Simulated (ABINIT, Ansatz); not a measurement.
Records of electronic-structure calculations.

## TlGaF6 (R-3): G0W0 with ABINIT, start to end

The structure is trigonal, space group R-3 (No. 148). Conventional cell: a = 5.097 Å, b = 5.097 Å, c = 14.189 Å, α = 90.00°, β = 90.00°, γ = 120.00°. Tl has 6 F at 2.18 Å nearest. Ga has 6 F at 1.90 Å nearest. F has 1 Ga at 1.90 Å and 1 Tl at 2.18 Å nearest. Farther neighbours, and contacts between anions beyond the nearest, are not listed.

```
Tl Ga F
1.0
     2.54840    1.47132    4.72982
    -2.54840    1.47132    4.72982
     0.00000   -2.94264    4.72982
Tl Ga F
1 1 6
Direct
  0.00000 0.00000 0.00000
  0.50000 0.50000 0.50000
  0.87943 0.58045 0.27252
  0.58045 0.27252 0.87943
  0.27252 0.87943 0.58045
  0.41955 0.72748 0.12057
  0.72748 0.12057 0.41955
  0.12057 0.41955 0.72748
```

```yaml
method: RPA screening on PBEsol, plane waves, norm-conserving pseudopotentials (and 2 further levels or steps)
program: ABINIT 10.8.3
settings: cutoff 45 Ha, PseudoDojo scalar-relativistic 0.4 stringent, norm-conserving, ngkpt (2, 2, 2), nband 214, ecuteps 6.5 Ha, inclvkb 2, shiftk (0, 0, 0), symchi 1, awtr 1, frequency ppm, 2×2×2 k-mesh
cost: 5 runs, 13 min in all on 4 MPI ranks of Arm Neoverse V1, shared host
notes: The cell and positions are those that the Materials Project relaxed with its own functionals (PBE, PBE+U or r2SCAN), kept fixed. Limits: no spin-orbit coupling. The 2×2×2 mesh is coarse for this cell, which bears on the long-range parts of exchange and screening.
pbesol_gap: 2.87 eV, indirect
g0w0_gap_on_the_mesh: 5.51 eV
gw_settings: 2×2×2 mesh, 214 bands, screening to 176.9 eV, Godby-Needs plasmon pole
known_limits: short of the basis limit; no spin-orbit coupling; coarse k mesh
```

G0W0 moves the gap on the mesh from 2.87 eV to 5.51 eV (+2.64 eV), with Z of 0.80 and 0.85 at the edges. Local fields lower the RPA ε∞ on this mesh from 3.04 to 2.82; a Γ-centred mesh this coarse tends to raise both, most where the direct gap is narrow, while a short band sum lowers them.

[Long decimals in the printed logs are rounded to 6 places.]

[Logs are printed without paths, hosts, clocks, repeated set-up lines and the standing remarks that a program may print on its own settings, such as how far it seeks lower states.]

[Paths, hosts, dates, memory and timing lines, banners, echoed tables and standing remarks are left out of the program output; an Ansatz launch command may be rebuilt from the run's recorded settings. Measured values are a selection of at most five: reports struck by readers or far from the other reports are left out. None is set beside runs whose start may be inverted or whose files or cutoffs have a known fault.]

[Runs of the session that timed out or met a known fault of the program may be left out.]

[Hosts, paths, dates, database ids (printed as entryN), source tags and the programs' standing remarks are cut or masked in the printed files.]

[G0W0 gaps are taken among the corrected bands and points alone; a level outside them can change the order at an edge.]

[Where Ansatz stands beside ABINIT at settings called matched, ABINIT's density can come from a denser mesh and the files from another edition; pairs whose starting gaps differed by over 0.03 eV were left out, so agreement reads better than it is.]
